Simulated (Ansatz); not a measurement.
# Is ZrTi in the Bh ordering a stable metal?, part 3 of 3

The plan: relax ZrTi in the Bh ordering, check its phonons, and, if the lattice is stable, compute its Eliashberg function and ρ(T).

Ansatz 0.2.0; DFT PBEsol, scalar-relativistic, plane waves, PAW.

So far, highest frequency, solved or plainly interpolated (cm⁻¹): step 4 (phonons by linear response: q 2×2×1, k 6×6×3) 198. The relaxed cell has a = 3.060, c = 4.854 Å (conventional setting).

The structure was built from a prototype and need not be the compound's stable phase.

**6. Resistivity: q 3×3×2, k 9×9×4, scattering 12×12×8**

The next rung changes the q mesh, which sets the reach of the force constants and couplings; the k mesh of the density and its response.

The input, input.yaml:

```yaml
crystal:
  lattice:
    - [3.060042463, -2.8779e-06, 0.0]
    - [-1.5300187392, 2.6500759486, 0.0]
    - [0.0, 0.0, 4.8540803954]
  atoms:
    - { symbol: Ti, position: [0.3333333333, 0.6666666667, 0.25] }
    - { symbol: Zr, position: [0.6666666667, 0.3333333333, 0.75] }
kpoints:
  mp_grid: { grid: [9, 9, 4] }
hamiltonian:
  xc: pbesol
scf:
  occupations: { method: methfessel_paxton, width: 0.2 }
output:
  eigenvalues: true
phonons:
  method: dfpt
  qmesh: [3, 3, 2]
  temperatures: { t_max: 1000, t_step: 50 }
  qpath:
    path:
      - [[0.0, 0.0, 0.0], [0.5, 0.0, 0.0], [0.33333333, 0.33333333, 0.0], [0.0, 0.0, 0.0], [0.0, 0.0, 0.5], [0.5, 0.0, 0.5], [0.33333333, 0.33333333, 0.5], [0.0, 0.0, 0.5]]
      - [[0.5, 0.0, 0.5], [0.5, 0.0, 0.0]]
      - [[0.33333333, 0.33333333, 0.5], [0.33333333, 0.33333333, 0.0]]
    npoints: 10
  electrical_resistivity:
    mesh: [12, 12, 8]
    temperatures: [20.0, 50.0, 77.0, 100.0, 150.0, 200.0, 300.0, 400.0, 600.0, 800.0]
```

The run is started by

```bash
> ansatz run input.yaml --threads 4 --pin off --max-ram 8192MiB --backend cpu --events-out ev --progress --plain --runs-dir out
```

The log of the run:

```text
[the first part of the log is left out]
  E_vxc        = -312.141692  (∫ρ·V_xc dr)
  E_paw        = -3922.773408  (= ΣΔE_a)
  E_vpaw       = -252.306337  (= ΣTr[D̂ρ^β])
  E_aug_tail   = 0.000145  (compensation charges beyond the density's cutoff)
  E_ewald      = -2217.824740
  E_core_change = 0.305105  (= ΣΔE_core)
  E_smearing   = 0.010285  (= −TS)
  E_closure    = 0.000000  (closes the sum)
  Σ components = -6602.393429   (vs F -6602.393429, Δ=0.00e0)
--- Band table (eV; the first three rows and the last of 36) ---
  k-point 0: bands = ["-42.5723", "-34.2637", "-19.0176", "-18.7277", "-18.7277", "-12.3839", "-11.7592", "-11.7592", "8.1812", "11.1379", "14.8506", "14.8506", "15.0057", "15.2801", "15.6121", "15.6121", "15.7139", "15.7139", "18.5563", "18.5563"]
  k-point 1: bands = ["-42.5722", "-34.2647", "-19.0055", "-18.7275", "-18.7275", "-12.4111", "-11.7596", "-11.7596", "8.7149", "10.9977", "14.4908", "14.7059", "14.7059", "14.7117", "15.1761", "15.1761", "16.3899", "16.3899", "18.5912", "18.5912"]
  k-point 2: bands = ["-42.5720", "-34.2657", "-18.9934", "-18.7274", "-18.7274", "-12.4383", "-11.7600", "-11.7600", "9.9112", "10.1254", "14.0992", "14.2048", "14.7441", "14.7441", "14.8041", "14.8041", "16.9117", "16.9117", "18.5224", "18.5224"]
  k-point 35: bands = ["-42.5219", "-34.0783", "-18.9567", "-18.9508", "-18.9472", "-12.5561", "-12.5451", "-12.2022", "12.4941", "12.5072", "13.0754", "13.1462", "13.9529", "14.1592", "15.8896", "15.9743", "17.2883", "18.5734", "20.3064", "22.6270"]
--- Phonons (Γ-DFPT): 4 representative perturbations + reference (Σ response iterations 16) ---
  ASR residual: 1.649e-5 → 0.000e0 eV/Å²; symmetrization residual: 9.626e-8 eV/Å²
  ASR residual per site (eV/Å²): 1.65e-5 1.54e-5
  Γ frequencies (cm⁻¹): 0.00 0.00 0.00 99.55 99.55 204.05
--- Phonons (arbitrary-q DFPT): 6 irreducible q on the 3×3×2 mesh ---
  q = [0.0000, 0.0000, 0.0000] (star 1, of the zone-centre solve; hermiticity 2.00e-8, symmetrization 1.00e-8): -0.00 0.00 0.00 99.55 99.55 204.05
  q = [0.0000, 0.0000, -0.5000] (star 1, 4 solved perturbations in 318 linear systems a pass and spin channel, the states on 123 of 324 k-point pairs; hermiticity 1.81e-8, symmetrization 9.05e-9): 46.99 46.99 86.25 86.25 138.10 198.35
  q = [0.0000, 0.3333, 0.0000] (star 6, 6 solved perturbations in 1242 linear systems a pass and spin channel, the states on 243 of 324 k-point pairs; hermiticity 4.26e-8, symmetrization 4.07e-9): 71.11 84.95 175.99 176.26 203.34 204.25
  q = [0.0000, 0.3333, -0.5000] (star 6, 6 solved perturbations in 1242 linear systems a pass and spin channel, the states on 243 of 324 k-point pairs; hermiticity 1.94e-8, symmetrization 4.82e-9): 113.76 114.58 147.86 150.65 211.01 238.66
  q = [0.3333, 0.3333, 0.0000] (star 2, 4 solved perturbations in 600 linear systems a pass and spin channel, the states on 243 of 324 k-point pairs; hermiticity 7.20e-9, symmetrization 2.40e-9): 99.58 142.97 173.23 185.32 210.06 237.84
  q = [0.3333, 0.3333, -0.5000] (star 2, 4 solved perturbations in 600 linear systems a pass and spin channel, the states on 243 of 324 k-point pairs; hermiticity 3.59e-8, symmetrization 2.82e-9): -61.30 89.43 195.37 214.23 214.63 249.40
  sum rule: each row above includes the acoustic sum rule's correction from the zone centre's row sums; it moved no ω² by more than (0.31 cm⁻¹)²
  mesh force constants: q→R imaginary residual 2.06e-16; ASR residual 1.649e-5 → 0.000e0 eV/Å²; symmetrization residual 6.217e-15 eV/Å²
  interpolated dispersion: 93 rows × 6 modes
  density of states and harmonic sums: on the 24×24×14 q-mesh, interpolated from the force constants of a 3×3×2 supercell (no non-analytic term)
  largest difference from the sums on the solved wave vectors: F 5.70e-2 eV, S 7.86e-5 and C_V 2.17e-5 eV/K
  zero-point energy: 0.057082 eV/cell   skipped modes (ω ≤ 0): 20, of them read as no rigid motion or as one in doubt: 17 (2.654e-2 modes/cell left out, lowest -61.30 cm⁻¹)   left out of the sums: 4.48e-3 of the cell's modes: C_V's classical limit lies that fraction below 3 k_B per atom; for a crystal, a wire or a layer, F and S can be off by more, and a phonons.interpolated_qmesh denser along its periods is the remedy for the sampling
Error: electrical resistivity: the mode of lowest frequency at the wavevector [0.3333, 0.3333, -0.5000] is imaginary, -61.30 cm⁻¹ (written negative): the force constants describe an unstable lattice; relax the structure, enlarge phonons.supercell (under dfpt, kpoints.mp_grid), or, with a block electrical_resistivity or superconductivity, name a file of force constants under which the crystal is stable (phonons.electron_phonon_force_constants)
The harmonic force constants that this run solved are whole in <dir>
```

It took 77 s on 4 threads of AMD EPYC 9R14 (Zen 4), shared host; peak memory 0.87 GiB.

The run ended with an error.

The program's message: “electrical resistivity: the mode of lowest frequency at the wavevector [0.3333, 0.3333, -0.5000] is imaginary, -61.30 cm⁻¹ (written negative): the force constants describe an unstable lattice; relax t …”

The run stops because a mode is imaginary on the scattering mesh, where no scattering rate is defined; denser k meshes, other smearings and, between solved wavevectors, finer q meshes show whether the instability is real.

**7. What came out**

```yaml
lowest_mode_solved_in_a_later_run_q_3x3x2_k_9x9x4_scattering_12x12x8: 61.3i cm⁻¹
phonon_run_of_the_rows_without_a_label_of_their_own: PBEsol, q 2×2×1, k 6×6×3
softest_mode_on_the_q_mesh: 44.8 cm⁻¹ at q = (0, 0.5, 0)
highest_frequency_solved_or_plainly_interpolated: 198 cm⁻¹
```

No coupling constant or resistivity was obtained: the scattering run stopped at an imaginary mode. The phonon runs are not spin-polarised. The structure was built by hand as an ordered model, and its stability against other phases was not tested.

[Logs are printed without paths, hosts, clocks, repeated set-up lines and the standing remarks that a program may print on its own settings, such as how far it seeks lower states.]

[Hosts, paths, dates, database ids (printed as entryN), source tags and the programs' standing remarks are cut or masked in the printed files.]
